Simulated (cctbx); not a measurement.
## Diagnosing a refinement

Cell a = 5.3100 Å, b = 5.3100 Å, c = 9.4370 Å, α = 90.00°, β = 90.00°, γ = 90.00°; space group I4_1/amd (no. 141, origin choice 1). The compound is CdCu2O2.

Simulated single-crystal data (cctbx): synchrotron X-rays, λ = 0.7749 Å, to d = 0.77 Å, 80 % of the full sphere, strongest reflection 40000 counts, noise from counting, a 1.5 % proportional error and a noise floor of 8 counts (s.d.); no absorption, and some extinction, which the refinements don't model.

An anisotropic refinement with weights 1/σ² prints:

```text
Rint 0.016, 93 unique reflections to 0.77 A
cycle     R1     wR2    GooF  max shift (A)
   1  0.1203  0.2570  29.648   0.00000
   2  0.1247  0.2441  28.155   0.00000
final R1 0.1247 wR2 0.2441 GooF 28.155  parameters 6  data/parameter 15.5
atom        x        y        z      Ueq    occ   su(xyz)  su(Uiso or U11)
Cd1    0.00000  0.50000  0.25000   0.0003  1.000  0.00000  0.0018  NPD
Cu1    0.50000  0.25000  0.12500  -0.0015  1.000  0.00000  0.0033  NPD
difference map: max 22.52 min -1.68 rms 1.68
Q1    0.0000  0.0000  0.2363    8   22.62  1.86 A from Cu1
Q2    0.0000  0.0000  0.0000    4   13.47  0.00 A from Cd1
Q3    0.0000  0.2500  0.6250    8    6.88  0.00 A from Cu1
Q4    0.0654  0.0583  0.1274   32    1.04  1.29 A from Cd1
Q5    0.0000  0.0973  0.3379   16    0.79  1.47 A from Cu1
Q6    0.1304  0.1625  0.8153   32    0.63  1.98 A from Cu1
```

**Question.** Can this result stand? If not, what is the likely fault?

Mend it. The fault: an atom left out, O at (0, 1/2, 0.4870). Against the right model at the same level, R1 goes from 0.0046 to 0.1247 and GooF from 1.17 to 28.16, the top difference peak, 22.6 e/Å³, lies 1.86 Å from Cu1 and Cd1 and Cu1 go non-positive-definite. Q1 is the missing atom. With scattering power missing, scale and phases suffer, so peaks may also grow on the heavy atoms.

The compound is CdCu2O2. The right model at the same level gives:

```text
Rint 0.016, 93 unique reflections to 0.77 A
cycle     R1     wR2    GooF  max shift (A)
   1  0.0095  0.0202   2.385   0.00449
   2  0.0046  0.0099   1.169   0.00000
final R1 0.0046 wR2 0.0099 GooF 1.169  parameters 10  data/parameter 9.3
atom        x        y        z      Ueq    occ   su(xyz)  su(Uiso or U11)
Cd1    0.00000  0.50000  0.25000   0.0034  1.000  0.00000  0.0001
Cu1    0.50000  0.25000  0.12500   0.0025  1.000  0.00000  0.0001
O1     0.00000  0.50000  0.48681   0.0071  1.000  0.00018  0.0007
difference map: max 0.26 min -0.38 rms 0.09
Q1    0.0000  0.0892  0.6636   16    0.27  0.93 A from Cu1
Q2    0.0000  0.0886  0.1613   16    0.23  0.85 A from O1
Q3    0.0000  0.1545  0.4495   16    0.22  1.71 A from Cu1
Q4    0.0000  0.1348  0.9060   16    0.20  1.14 A from Cd1
Q5    0.2500  0.2462  0.8750   16    0.19  1.35 A from Cu1
Q6    0.0981  0.1853  0.0873   32    0.18  1.38 A from Cd1
```

The model was made for the exercise: a known structure type with other elements put in, its volume estimated, not relaxed; displacement parameters are assumed.

[Middle refinement cycles are left out of these outputs.]

[Logs are printed without paths, hosts, clocks, repeated set-up lines and the standing remarks that a program may print on its own settings, such as how far it seeks lower states.]
